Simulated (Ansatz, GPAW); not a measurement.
**1T-TiTe2 monolayer: work function by functional and basis**

Aim: the work function of both faces of 1T-TiTe2 monolayer, and its spread over functionals and bases.

Calculated with GPAW 26.7.0 and Ansatz 0.2.0; Ansatz plane waves; layer without images along its normal, relaxation of atoms and in-plane cell, in the first sound run; inputs show where later runs differ.

## (1) The structure

The cell holds 3 atoms: 2 Te and 1 Ti. Cell: a = 3.750 Å, b = 3.750 Å, c = 21.676 Å, α = 90.0°, β = 90.0°, γ = 120.0°. Vacuum lies along c.

## (2) Relaxing the atoms

Forces are removed first; all later runs use this geometry.

File input.yaml:

```yaml
crystal:
  lattice:
    - [3.75, 0.0, 0.0]
    - [-1.875, 3.2475952642, 0.0]
    - [0.0, 0.0, 21.6759216517]
  atoms:
    - { symbol: Te, position: [0.6666666667, 0.3333333333, 0.4152072583] }
    - { symbol: Ti, position: [0.0, 0.0, 0.5] }
    - { symbol: Te, position: [0.3333333333, 0.6666666667, 0.5847927417] }
  periodic: [true, true, false]
kpoints:
  mp_grid: { grid: [9, 9, 1] }
hamiltonian:
  xc: pbe
scf:
  occupations: { method: fermi_dirac, width: 0.05 }
relax:
  f_tol: 0.01
  max_steps: 90
  cell: {}
```

Command:

```sh
$ ansatz run input.yaml --threads 4 --pin off --max-ram 8192MiB --backend cpu --events-out ev --progress --plain --runs-dir out
```

Numbers of over 12 decimals in the logs are rounded to 6 here.

What it wrote:

```text
Warning: crystal.periodic: the lattice vector that does not repeat stood 0.000° off the slab's normal, 21.676 Å along it as the deck builds it. The run solves the slab on a vector along the normal, 31.152 Å long, with every atom where it was (on the deck's vector they left 18.00 Å outside them, and the widest stretch free of ions among them is 1.84 Å). A fractional position that the run reports is one of the run's ce [...]
crystal.periodic: the lattice vector that does not repeat stood 0.000° off the slab's normal, 21.676 Å along it as the deck builds it. The run solves the slab on a vector along the normal, 31.152 Å long, with every atom where it was (on the deck's vector they left 18.00 Å outside them, and the widest stretch free of ions among them is 1.84 Å). A fractional position that the run reports is one of the run's cell, which [...]
Engine: ansatz 0.2.0, x86_64-unknown-linux-gnu
Pseudopotentials: kind: paw
Pseudopotential: Te, paw, valence charge 16, recommended cutoff 420 eV (normal), Te.paw.azcp
Pseudopotential: Ti, paw, valence charge 12, recommended cutoff 420 eV (normal), Ti.paw.azcp
Functional definition: PBE
  parameter kappa = 0.804
  parameter beta = 0.066725
  exchange = pbe_x(kappa = kappa, mu = beta*pi^2/3)
  correlation = pbe_c(beta = beta)
Crystal: 3 atoms, lattice volume = 379.382 Å³
Basis set: ecut = 420 eV, 7473 PW (Γ), exchange–correlation on 54×54×432 points (8 copies of the dense FFT grid, shifted against one another)
Bands: 27, of which v1, the nominal top of the filled ones, is band 22 counted from 1 (21 counted from 0)
Symmetry: 12 space group operations
Space group: P-3m1 (ITA 164), of the structure as read, at distance tolerance 7.2e-5 Å
k-points: 12 of 81
Non-local potential: Te, projectors of the file, l = 0: 2, l = 1: 2, l = 2: 2, l = 3: 2
Non-local potential: Ti, projectors of the file, l = 0: 3, l = 1: 2, l = 2: 3, l = 3: 1
PAW form: soft (Blöchl's): semilocal exchange-correlation on the pseudo side does not see the compensation charge
PAW one-centre angular grid: Te, 590 points (default); XC on 64 Gauss nodes
PAW one-centre angular grid: Ti, 590 points (default); XC on 64 Gauss nodes
Initial density: superposition of atomic densities (neutral atoms: chi_scale 0, normalization atom), corrected by the library's trained network
Initial wavefunctions: pseudopotential atomic-orbital guess
Functional: x = pbe(κ = 0.804, μ = 0.219515), c = pbe(β = 0.066725)
SCF iter   1: F=—  HF=-16461.598745 eV  |F-HF|=—  |Δ(HF+E_count)|=         —  Δρ=1.93e-3  dr2=3.56e-2  ethr=1.77e-3  ⟨swp⟩=12.5  Hψ=2030  notcnv=0
preconditioner: auto → LDOS  [metal: Δε(μ)=0.130 eV  Ē_g=5.989 eV  σ=0.050 eV  W_gap=0.48  n_scr=18 (ndim 8)  ℏωp=7.6 eV  f_vac=0.749  D(μ)=1.09/eV (n_scr^D=6)  β→1.0]
SCF iter   2: F=—  HF=-16461.610686 eV  |F-HF|=—  |Δ(HF+E_count)|=   1.19e-2  Δρ=3.98e-3  dr2=1.76e-1  ethr=8.10e-5  ⟨swp⟩=4.4  Hψ=929  notcnv=0
SCF iter   3: F=—  HF=-16461.596091 eV  |F-HF|=—  |Δ(HF+E_count)|=   1.46e-2  Δρ=2.98e-4  dr2=1.16e-3  ethr=8.10e-5  ⟨swp⟩=2.8  Hψ=477  notcnv=0
SCF iter   4: F=—  HF=-16461.596026 eV  |F-HF|=—  |Δ(HF+E_count)|=   6.58e-5  Δρ=1.43e-4  dr2=1.30e-4  ethr=2.64e-6  ⟨swp⟩=4.1  Hψ=782  notcnv=0
SCF iter   5: F=—  HF=-16461.595985 eV  |F-HF|=—  |Δ(HF+E_count)|=   4.06e-5  Δρ=3.27e-5  dr2=3.43e-6  ethr=2.94e-7  ⟨swp⟩=3.2  Hψ=640  notcnv=0
SCF iter   6: F=—  HF=-16461.596032 eV  |F-HF|=—  |Δ(HF+E_count)|=   4.70e-5  Δρ=9.59e-6  dr2=6.39e-7  ethr=7.78e-9  ⟨swp⟩=3.2  Hψ=686  notcnv=0
SCF iter   7: F=-16461.596033 eV  HF=-16461.596033 eV  |F-HF|=3.06e-7  |Δ(HF+E_count)|=   9.49e-7  Δρ=2.97e-6  dr2=4.01e-8  ethr=2.27e-10  ⟨swp⟩=4.8  Hψ=1753  notcnv=0
SCF 1 converged in 7 iterations: F = -16461.596033 eV  dr2 = 4.01e-8
  greatest PAW one-centre occupation: 0.999 electrons in one spin orbital (limit 2), on the Ti atom at site 1 (counted from 0), in its partial waves of l = 0
relax step   1: F+E_penalty+E_count = -16461.59603317 eV  Δ(F+E_penalty+E_count) = +0.000e0 eV  max|allowed force component| = 7.304e-1 eV/Å  Δτ_max = 0.0000 Å  P = -1.440 N/m  Ω = 379.382 Å³  fix = [c, alpha, beta]  reactions: c -0.000 N/m  (7 SCF iters, dr2 threshold 1.00e-7 eV, accepted)
Crystal: 3 atoms, lattice volume = 381.639 Å³
Basis set: ecut = 420 eV, 7521 PW (Γ), exchange–correlation on 54×54×432 points (8 copies of the dense FFT grid, shifted against one another)
Initial density: handed on by an earlier stage of this run
Initial wavefunctions: those handed on with the density
iter 1 solved again at ethr=6.54e-4 eV; its pass at ethr=3.10e-3 eV (dr2=2.88e-1 eV) is discarded
SCF iter   1: F=—  HF=-16461.609881 eV  |F-HF|=—  |Δ(HF+E_count)|=         —  Δρ=5.91e-3  dr2=2.91e-1  ethr=6.54e-4  ⟨swp⟩=2.0  Hψ=2201  notcnv=0
preconditioner: auto → LDOS  [metal: Δε(μ)=0.068 eV  Ē_g=6.143 eV  σ=0.050 eV  W_gap=0.30  n_scr=18 (ndim 8)  ℏωp=7.6 eV  f_vac=0.764  D(μ)=1.98/eV (n_scr^D=8)  β→1.0]
SCF iter   2: F=—  HF=-16461.591871 eV  |F-HF|=—  |Δ(HF+E_count)|=   1.80e-2  Δρ=3.66e-3  dr2=1.22e-1  ethr=6.54e-4  ⟨swp⟩=3.3  Hψ=525  notcnv=0
SCF iter   3: F=—  HF=-16461.581416 eV  |F-HF|=—  |Δ(HF+E_count)|=   1.05e-2  Δρ=5.89e-4  dr2=4.23e-3  ethr=2.77e-4  ⟨swp⟩=2.9  Hψ=564  notcnv=0
SCF iter   4: F=—  HF=-16461.581058 eV  |F-HF|=—  |Δ(HF+E_count)|=   3.58e-4  Δρ=2.48e-4  dr2=4.82e-4  ethr=9.61e-6  ⟨swp⟩=3.5  Hψ=618  notcnv=0
SCF iter   5: F=—  HF=-16461.580942 eV  |F-HF|=—  |Δ(HF+E_count)|=   1.16e-4  Δρ=5.24e-5  dr2=1.47e-5  ethr=1.09e-6  ⟨swp⟩=3.3  Hψ=701  notcnv=0
SCF iter   6: F=—  HF=-16461.581017 eV  |F-HF|=—  |Δ(HF+E_count)|=   7.48e-5  Δρ=1.44e-5  dr2=8.04e-7  ethr=3.34e-8  ⟨swp⟩=3.3  Hψ=639  notcnv=0
SCF iter   7: F=-16461.581018 eV  HF=-16461.581018 eV  |F-HF|=6.37e-8  |Δ(HF+E_count)|=   1.09e-6  Δρ=3.28e-6  dr2=5.49e-8  ethr=6.82e-10  ⟨swp⟩=7.6  Hψ=1488  notcnv=0
SCF 2 converged in 7 iterations: F = -16461.581018 eV  dr2 = 5.49e-8
relax step   2: F+E_penalty+E_count = -16461.58101793 eV  Δ(F+E_penalty+E_count) = +1.502e-2 eV  max|allowed force component| = 8.598e-1 eV/Å  Δτ_max = 0.1945 Å  P = +1.916 N/m  Ω = 381.639 Å³  energy of the carried Pulay correction = -6.701e-5 eV  fix = [c, alpha, beta]  (7 SCF iters, dr2 threshold 3.00e-7 eV, rejected (line search))
Crystal: 3 atoms, lattice volume = 381.257 Å³
iter 1 solved again at ethr=2.68e-4 eV; its pass at ethr=3.10e-3 eV (dr2=1.18e-1 eV) is discarded
SCF iter   1: F=—  HF=-16461.673484 eV  |F-HF|=—  |Δ(HF+E_count)|=         —  Δρ=3.39e-3  dr2=1.02e-1  ethr=2.68e-4  ⟨swp⟩=2.0  Hψ=2052  notcnv=0
preconditioner: auto → LDOS  [insulator: Δε(μ)=0.116 eV  Ē_g=6.169 eV  σ=0.050 eV  W_gap=0.50  n_scr=18 (ndim 8)  ℏωp=7.6 eV  f_vac=0.753  D(μ)=1.45/eV (n_scr^D=8)  ε∞_Penn≈2.5  β→1.0]
SCF iter   2: F=—  HF=-16461.675967 eV  |F-HF|=—  |Δ(HF+E_count)|=   2.48e-3  Δρ=3.54e-3  dr2=1.38e-1  ethr=2.31e-4  ⟨swp⟩=3.4  Hψ=528  notcnv=0
SCF iter   3: F=—  HF=-16461.664624 eV  |F-HF|=—  |Δ(HF+E_count)|=   1.13e-2  Δρ=5.56e-4  dr2=3.75e-3  ethr=2.31e-4  ⟨swp⟩=3.0  Hψ=540  notcnv=0
SCF iter   4: F=—  HF=-16461.664086 eV  |F-HF|=—  |Δ(HF+E_count)|=   5.38e-4  Δρ=1.81e-4  dr2=3.15e-4  ethr=8.52e-6  ⟨swp⟩=3.0  Hψ=540  notcnv=0
SCF iter   5: F=—  HF=-16461.664005 eV  |F-HF|=—  |Δ(HF+E_count)|=   8.16e-5  Δρ=4.84e-5  dr2=2.47e-5  ethr=7.16e-7  ⟨swp⟩=4.0  Hψ=727  notcnv=0
SCF iter   6: F=—  HF=-16461.663998 eV  |F-HF|=—  |Δ(HF+E_count)|=   6.24e-6  Δρ=1.27e-5  dr2=7.02e-7  ethr=5.62e-8  ⟨swp⟩=2.6  Hψ=449  notcnv=0
SCF iter   7: F=—  HF=-16461.664055 eV  |F-HF|=—  |Δ(HF+E_count)|=   5.64e-5  Δρ=4.28e-6  dr2=1.15e-7  ethr=1.59e-9  ⟨swp⟩=3.4  Hψ=746  notcnv=0
SCF iter   8: F=—  HF=-16461.664055 eV  |F-HF|=—  |Δ(HF+E_count)|=   9.72e-8  Δρ=5.02e-7  dr2=2.05e-9  ethr=2.60e-10  ⟨swp⟩=2.8  Hψ=584  notcnv=0
SCF iter   9: F=—  HF=-16461.664055 eV  |F-HF|=—  |Δ(HF+E_count)|=   7.72e-9  Δρ=1.06e-7  dr2=8.09e-11  ethr=4.66e-12  ⟨swp⟩=3.1  Hψ=584  notcnv=0
SCF iter  10: F=-16461.664055 eV  HF=-16461.664055 eV  |F-HF|=1.46e-10  |Δ(HF+E_count)|=   1.03e-9  Δρ=1.66e-8  dr2=2.78e-12  ethr=1.00e-12  ⟨swp⟩=10.0  Hψ=1969  notcnv=0
SCF 3 converged in 10 iterations: F = -16461.664055 eV  dr2 = 2.78e-12
relax step   3: F+E_penalty+E_count = -16461.66405502 eV  Δ(F+E_penalty+E_count) = -6.802e-2 eV  max|allowed force component| = 3.721e-2 eV/Å  Δτ_max = 0.0913 Å  P = -0.247 N/m  Ω = 381.257 Å³  energy of the carried Pulay correction = -5.569e-5 eV  fix = [c, alpha, beta]  reactions: c -0.000 N/m  (10 SCF iters, accepted)
[...]
relax step   4: F+E_penalty+E_count = -16461.66456108 eV  Δ(F+E_penalty+E_count) = -5.061e-4 eV  max|allowed force component| = 2.936e-3 eV/Å  Δτ_max = 0.0020 Å  P = -0.064 N/m  Ω = 379.982 Å³  energy of the carried Pulay correction = -1.785e-5 eV  fix = [c, alpha, beta]  reactions: c -0.000 N/m  (7 SCF iters, dr2 threshold 8.65e-8 eV, accepted)
[...]
relax step   5: F+E_penalty+E_count = -16461.66464731 eV  Δ(F+E_penalty+E_count) = -8.623e-5 eV  max|allowed force component| = 2.748e-3 eV/Å  Δτ_max = 0.0017 Å  P = -0.004 N/m  Ω = 379.200 Å³  energy of the carried Pulay correction = +5.435e-6 eV  fix = [c, alpha, beta]  reactions: c -0.000 N/m  (7 SCF iters, dr2 threshold 5.49e-9 eV, accepted)
Initial wavefunctions: pseudopotential atomic-orbital guess (no wavefunctions were taken with the density)
iter 1 solved again at ethr=4.67e-7 eV; its pass at ethr=3.10e-3 eV (dr2=2.06e-4 eV) is discarded
SCF iter   1: F=—  HF=-16461.664598 eV  |F-HF|=—  |Δ(HF+E_count)|=         —  Δρ=7.61e-7  dr2=2.97e-9  ethr=4.67e-7  ⟨swp⟩=5.5  Hψ=3219  notcnv=0
eigensolver tolerance schedule: the retry pair's looser diagonalisation over-reported the residual by 69265.39 of it (diagonalisation noise at an unbounded share of the residual, at the tolerance the schedule requests for it); recorded, not acted on — ethr = c·dr2/N_el stays at c = 1.0e-1
preconditioner: auto → LDOS  [metal: Δε(μ)=0.113 eV  Ē_g=6.118 eV  σ=0.050 eV  W_gap=0.48  n_scr=18 (ndim 8)  ℏωp=7.6 eV  f_vac=0.755  D(μ)=1.35/eV (n_scr^D=6)  β→1.0]
SCF iter   2: F=—  HF=-16461.664642 eV  |F-HF|=—  |Δ(HF+E_count)|=   4.41e-5  Δρ=1.08e-6  dr2=1.93e-8  ethr=6.75e-12  ⟨swp⟩=6.7  Hψ=1332  notcnv=0
SCF iter   3: F=—  HF=-16461.664642 eV  |F-HF|=—  |Δ(HF+E_count)|=   2.44e-9  Δρ=5.22e-7  dr2=1.18e-9  ethr=6.75e-12  ⟨swp⟩=3.1  Hψ=641  notcnv=0
SCF iter   4: F=—  HF=-16461.664642 eV  |F-HF|=—  |Δ(HF+E_count)|=   1.62e-9  Δρ=3.44e-7  dr2=1.02e-9  ethr=2.68e-12  ⟨swp⟩=2.0  Hψ=400  notcnv=0
SCF iter   5: F=—  HF=-16461.664642 eV  |F-HF|=—  |Δ(HF+E_count)|=  9.46e-11  Δρ=2.94e-7  dr2=7.60e-10  ethr=2.32e-12  ⟨swp⟩=3.4  Hψ=591  notcnv=0
SCF iter   6: F=—  HF=-16461.664642 eV  |F-HF|=—  |Δ(HF+E_count)|=  4.37e-11  Δρ=9.95e-8  dr2=1.03e-10  ethr=1.73e-12  ⟨swp⟩=1.8  Hψ=352  notcnv=0
SCF iter   7: F=-16461.664642 eV  HF=-16461.664642 eV  |F-HF|=1.09e-11  |Δ(HF+E_count)|=  6.18e-11  Δρ=7.56e-9  dr2=2.54e-13  ethr=1.00e-12  ⟨swp⟩=8.5  Hψ=1924  notcnv=0
SCF 6 converged in 7 iterations: F = -16461.664642 eV  dr2 = 2.54e-13
relax step   6: F+E_penalty+E_count = -16461.66464215 eV  Δ(F+E_penalty+E_count) = +5.160e-6 eV  max|allowed force component| = 2.756e-3 eV/Å  Δτ_max = 0.0000 Å  P = -0.003 N/m  Ω = 379.200 Å³  fix = [c, alpha, beta]  reactions: c -0.000 N/m  stress off target by 3.20e-3 N/m on what of the cell is left free  SCF on the basis re-selected at this cell (its energy is not comparable with the rows above)  (7 SCF iters)
basis re-selected at this cell: Δ(F+E_penalty+E_count) = +5.160e-6 eV, ΔP = +0.001 N/m vs the last step (what re-selecting the basis moved, of the pressure what is left beyond the Pulay correction that the steps carried, after the strain that the cell walked since its last selection, with what the two solves' SCF thresholds leave and, on support functions, any second-order correction that the steps lacked; it is no m [...]
SCF converged after 7 iterations
Free energy (F): -16461.664642 eV
Harris-Foulkes:  -16461.664642 eV  (|F-HF|=1.09e-11)
Internal energy: -16461.653831 eV  (E = F + TS)
E sigma→0 (E₀):  -16461.659236 eV
Entropy (-TS):   -0.010812 eV (-3.604 meV/atom)
Fermi energy:    -4.870725 eV
--- Per-component energies (eV) ---
  E_band       = -1328.618131
  E_kinetic    = 632.096755
  E_local      = -89344.617429  (includes V_loc(G=0)·N_el)
  E_nonlocal   = -612.135925
  E_hartree    = 44628.506260
  E_xc         = -345.938773
  E_vxc        = -330.036329  (∫ρ·V_xc dr)
  E_paw        = -10372.408350  (= ΣΔE_a)
  E_vpaw       = -930.937525  (= ΣTr[D̂ρ^β])
  E_aug_tail   = -0.000230  (compensation charges beyond the density's cutoff)
  E_ewald      = 38952.843862
  E_smearing   = -0.010812  (= −TS)
  E_closure    = 0.000000  (closes the sum)
  Σ components = -16461.664642   (vs F -16461.664642, Δ=0.00e0)
--- Forces (eV/Å), atoms counted from 1 ---
  atom   1  Te     0.00000000     0.00000000    -0.00275624
  atom   2  Ti     0.00000000     0.00000000     0.00000000
  atom   3  Te     0.00000000    -0.00000000     0.00275624
  max |Σ_I F_I| component: 2.31e-18 eV/Å
--- 2D stress c σ (N/m, compression-positive) ---
       -0.003196       0.000000       0.000000
        0.000000      -0.003196      -0.000000
        0.000000      -0.000000      -0.000000
  P = ½ c Tr σ = -0.0032 N/m
--- Relaxed structure (5 steps of the walk, 4 accepted, 1 SCFs on fresh bases) ---
  F+E_penalty+E_count = -16461.66464215 eV   max|allowed force component| = 2.756e-3 eV/Å   (the final SCF, on the basis selected at the relaxed cell)
  cell:  # Å, volume = 379.1997 Å³
    - [3.749098, 0, 0]
    - [-1.874549, 3.246814, 0]
    - [0, 0, 31.151843]
  atoms:
    - { symbol: Te, position: [0.666667, 0.333333, 0.291849] }
    - { symbol: Ti, position: [0, 0, 0.347908] }
    - { symbol: Te, position: [0.333333, 0.666667, 0.403966] }
```

Run time: 9 s. Hardware: 4 threads of Intel Xeon 6975P-C (Granite Rapids), shared host; peak memory 0.82 GiB.

Step by step:

```tsv
step	energy less that of the first step (eV)	largest force component (eV/Å)	volume (Å³)
1	0.0000	0.7304	379.38
2	0.0150	0.8598	381.64
3	-0.0680	0.0372	381.26
4	-0.0685	0.0029	379.98
5	-0.0686	0.0027	379.20
6*	-0.0686	0.0028	379.20
```

Relaxation steps marked * repeat the geometry before them on a plane-wave basis chosen anew for their cell, so energy and pressure can jump there. Relaxation step 2 was tried and not accepted.

Forces are held to the 12 operations that the run works with; a distortion that breaks them can't arise in this run.

```tsv
cell as run	before	after	change
a (Å)	3.750	3.749	-0.0 %
b (Å)	3.750	3.749	-0.0 %
```

The atoms that moved most (Å, along periodic axes as changes of fractional coordinates times the final cell, across vacuum about the mean position):

```tsv
atom	dx	dy	dz	length
Te1	0.000	0.000	0.092	0.092
Te3	0.000	0.000	-0.092	0.092
```

Final coordinates:

```cif
data_structure
_symmetry_space_group_name_H-M 'P 1'
_symmetry_Int_Tables_number 1
_cell_length_a 3.7491
_cell_length_b 3.7491
_cell_length_c 31.1518
_cell_angle_alpha 90.000
_cell_angle_beta 90.000
_cell_angle_gamma 120.000
_cell_volume 379.20
loop_
_atom_site_label
_atom_site_type_symbol
_atom_site_fract_x
_atom_site_fract_y
_atom_site_fract_z
_atom_site_occupancy
Te1 Te 0.66667 0.33333 0.29185 1
Ti2 Ti 0.00000 0.00000 0.34791 1
Te3 Te 0.33333 0.66667 0.40397 1
```

This step gave:

| Property | Result |
| --- | --- |
| free energy | -16461.6646 eV |
| smearing term TS | 0.01081 eV |
| symmetry operations | 12 |

The relaxation lowered the energy of the cell by 0.0686 eV.

## (3) The slab's potential

The work function is the vacuum plateau of the electrostatic potential less the Fermi level; a dipole layer lets the two faces have plateaus of their own.

This step: GPAW, PAW setups; slab in vacuum (GPAW 26.7.0).

The cell differs from the one that the last finished run ended in (c 31.152 → 21.493 Å).

File run.py:

```python
import json
import numpy as np
from ase import Atoms
from gpaw import GPAW, PW

slab = Atoms(
    ['Te', 'Ti', 'Te'],
    positions=[
        [1.87455, 1.08227, 9.00000],
        [0.00000, 0.00000, 10.74634],
        [-0.00000, 2.16454, 12.49268]],
    cell=[[3.7491, 0.0, 0.0], [-1.87455, 3.24681, -0.0], [0.0, -0.0, 21.4927]],
    pbc=[True, True, False])

slab.calc = GPAW(mode=PW(400), xc='PBE', kpts={'size': (9, 9, 1), 'gamma': True},
                 occupations={'name': 'fermi-dirac', 'width': 0.05}, nbands='140%',
                 convergence={'density': 1e-05}, maxiter=200,
                 poissonsolver={'dipolelayer': 'xy'},
                 symmetry={'tolerance': 1e-3}, txt='slab.txt')
result = {}
energy = slab.get_potential_energy()
fermi = slab.calc.get_fermi_level()
v = slab.calc.get_electrostatic_potential().mean((0, 1)) - fermi
n = slab.calc.get_pseudo_density().mean((0, 1))
L = slab.cell[2, 2]
z = np.arange(len(v)) * L / len(v)
low, high = slab.positions[:, 2].min(), slab.positions[:, 2].max()
below, above = np.interp([low - 6.8, high + 6.8], z, v)
slopes = [np.interp(x, z, np.gradient(v, z)) for x in (low - 6.8, high + 6.8)]
eps = np.array([[slab.calc.get_eigenvalues(k, s) for k in range(len(slab.calc.get_ibz_k_points()))]
                for s in range(slab.calc.get_number_of_spins())]) - fermi
top, bottom = eps[eps < 0].max(), eps[eps > 0].min()
dipole = slab.get_dipole_moment()[2]
print(f'energy {energy:.4f} eV, Fermi level {fermi:.4f} eV, dipole {dipole:.5f} e A')
print(f'potential 6.8 A off the faces, from the Fermi level: lower {below:.4f} eV, upper {above:.4f} eV')
print(f'slope of the potential there: lower {slopes[0]:.5f}, upper {slopes[1]:.5f} eV/A')
print(f'nearest levels on the mesh: {top:.4f} and {bottom:.4f} eV')
print('magnetic moment', round(slab.get_magnetic_moment(), 3))
result.update(energy=energy, fermi=fermi, dipole=dipole, below=below, above=above, slopes=slopes, edges=[top, bottom],
              z=z.tolist(), v=v.tolist(), n=n.tolist(), positions=slab.positions.tolist(),
              forces=slab.get_forces(apply_constraint=False).tolist(), moments=slab.get_magnetic_moments().tolist())
json.dump(result, open('result.json', 'w'))
```

Command:

```sh
$ OMP_NUM_THREADS=1 OPENBLAS_NUM_THREADS=1 python run.py
```

What it wrote:

```text
energy -15.0832 eV, Fermi level -1.3647 eV, dipole -0.00084 e A
potential 6.8 A off the faces, from the Fermi level: lower 4.8779 eV, upper 4.8814 eV
slope of the potential there: lower 0.00010, upper -0.00010 eV/A
nearest levels on the mesh: -0.0868 and 0.0253 eV
magnetic moment 0.0
```

Elapsed: 13 s, on 1 thread; peak memory 0.2 GiB.

This step gave:

| Quantity | Value |
| --- | --- |
| dipole along the normal | -8.40e-4 e·Å |
| levels nearest the Fermi level on the mesh | -0.08680, 0.02534 eV from the Fermi level |
| upper work function | 4.881 eV |
| lower work function | 4.878 eV |

Table of electrostatic potential energy of an electron (without an applied field's), less the Fermi level, planar mean by z:

z (Å), electrostatic potential energy of an electron (without an applied field's), less the Fermi level, planar mean (eV) and a bar from the least value:
```
        0        4.9 ##############################
        1        4.9 ##############################
        2        4.9 ##############################
        3        4.9 ##############################
        4        4.9 ##############################
        5        4.9 ##############################
        6        4.9 ##############################
        7        4.7 ##############################
        8        1.4 #########################
        9      -17.7 
       10       -3.5 ###################
       11       -9.3 ###########
       12       -8.8 ############
       13       -7.2 ##############
       14        4.0 #############################
       15        4.8 ##############################
       16        4.9 ##############################
       17        4.9 ##############################
       18        4.9 ##############################
       19        4.9 ##############################
       20        4.9 ##############################
       21        4.9 ##############################
```

Table of pseudo valence density, planar mean by z:

```tsv
z (Å)	pseudo valence density, planar mean (e/Å³)
0.00	-1.3e-6
0.64	1.4e-6
1.07	1.4e-6
1.72	-1.3e-6
2.36	1.4e-6
2.79	1.4e-6
3.44	0
4.08	3.9e-6
4.51	9.9e-6
5.16	5.0e-5
5.80	3.1e-4
6.23	0.00106
6.88	0.00657
7.52	0.0401
7.95	0.120
8.60	0.255
9.24	0.208
9.67	0.315
10.32	0.533
10.96	0.840
11.61	0.294
12.04	0.310
12.68	0.153
13.33	0.190
13.76	0.0705
14.40	0.0121
15.04	0.00193
15.47	5.7e-4
16.12	9.5e-5
16.76	1.4e-5
17.19	3.5e-6
17.84	2.2e-6
18.48	-1.1e-6
18.91	-1.2e-6
19.56	1.4e-6
20.20	-1.3e-6
20.63	-1.3e-6
21.28	1.4e-6
```

The potential is flat to 9.5e-5 eV/Å where it is read, so the vacuum is wide enough. The geometry is the other program's minimum; here the largest force on a free atom is 0.0055 eV/Å.

(Part 1 of 3 ends here.)

[Logs are printed without paths, hosts, clocks, repeated set-up lines and the standing remarks that a program may print on its own settings, such as how far it seeks lower states.]

[Hosts, paths, dates, database ids (printed as entryN), source tags and the programs' standing remarks are cut or masked in the printed files.]
